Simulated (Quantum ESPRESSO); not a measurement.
Consider GdAlO3 (Pm-3m).

```cif
data_structure
_symmetry_space_group_name_H-M 'P 1'
_symmetry_Int_Tables_number 1
_cell_length_a 3.7353
_cell_length_b 3.7353
_cell_length_c 3.7353
_cell_angle_alpha 90.000
_cell_angle_beta 90.000
_cell_angle_gamma 90.000
_cell_volume 52.12
loop_
_atom_site_label
_atom_site_type_symbol
_atom_site_fract_x
_atom_site_fract_y
_atom_site_fract_z
_atom_site_occupancy
Gd1 Gd 0.00000 0.00000 0.00000 1
Al2 Al 0.50000 0.50000 0.50000 1
O3 O 0.50000 0.50000 0.00000 1
O4 O 0.50000 0.00000 0.50000 1
O5 O 0.00000 0.50000 0.50000 1
```

Absorber: atom 3, with 2 Al at 1.87 Å (linear, site symmetry 4/mmm). Method: Quantum ESPRESSO XSpectra, PBEsol, full core hole (charged cell), 10-atom cell with 5.3 Å between holes, 5×5×5 k points, dipole transitions, Lorentzian half width 0.3 eV up to 4 eV, rising linearly to 2.5 eV at 25 eV (counted from xe0, 1.3 eV below the zero used here), without spin-orbit coupling.

Q: Where do the maxima of the O K edge fall?

Main maxima up to 24 eV above the zero (height): 2.8 eV (1.91), 10.0 eV (1.96) and 18.2 eV (0.66). A K edge sees empty p states on the absorber. The total-energy difference plus the lowest empty eigenvalue puts the zero at 537.14 eV. One term is added: -8.91 eV, since the hole is spin-paired here and a spin-polarised one costs that much less in the free atom (computed apart). The photon energy is then 528.23 eV. The functional and the charged cell's background leave an error in such absolute values: in the free atom PBEsol prices this hole 2.1 eV below PBE (computed apart), and PBE is itself good to a few eV.

The O K spectrum (energy from the lowest empty level; intensity scaled to a mean of 1 over the first 20 eV; the points at xe0, where the cut of filled states can leave a spike, are interpolated):

```csv
E (eV),intensity
-2.00,0.03
-1.25,0.05
-0.50,0.07
0.25,0.14
1.00,0.37
1.75,1.00
2.50,1.72
3.25,1.58
4.00,0.84
4.75,0.53
5.50,0.54
6.25,0.85
7.00,1.17
7.75,1.39
8.50,1.44
9.25,1.74
10.00,1.95
10.75,1.79
11.50,1.46
12.25,1.20
13.00,1.01
13.75,0.87
14.50,0.73
15.25,0.64
16.00,0.61
16.75,0.63
17.50,0.65
18.25,0.66
19.00,0.65
19.75,0.62
20.50,0.59
21.25,0.57
22.00,0.56
22.75,0.58
23.50,0.60
24.25,0.62
25.00,0.63
25.75,0.63
26.50,0.62
27.25,0.61
28.00,0.60
28.75,0.60
29.50,0.59
30.25,0.58
31.00,0.58
31.75,0.58
```

The run has no spin polarisation, although Gd can carry a moment. Lanthanide 4f electrons are frozen in the core. The holes are only 5.3 Å apart, so the shape is probably not converged with cell size; no larger cell was run here. The structure is a computed Materials Project entry and may be a hypothetical form.

[Banner, clock and machine lines of the logs are left out without a mark of their own.]

[Logs are printed without paths, hosts, clocks, repeated set-up lines and the standing remarks that a program may print on its own settings, such as how far it seeks lower states.]

[Hosts, paths, dates, database ids (printed as entryN), source tags and the programs' standing remarks are cut or masked in the printed files.]

[Lists of maxima count a maximum above −3 eV only where it reaches 4 % of the highest in the window and stands out from its surroundings by 2 % of it (1.5 % where it reaches 55 %); shoulders and weaker maxima are passed over, and of the rest the first, up to two pre-edge ones and the few strongest are named.]
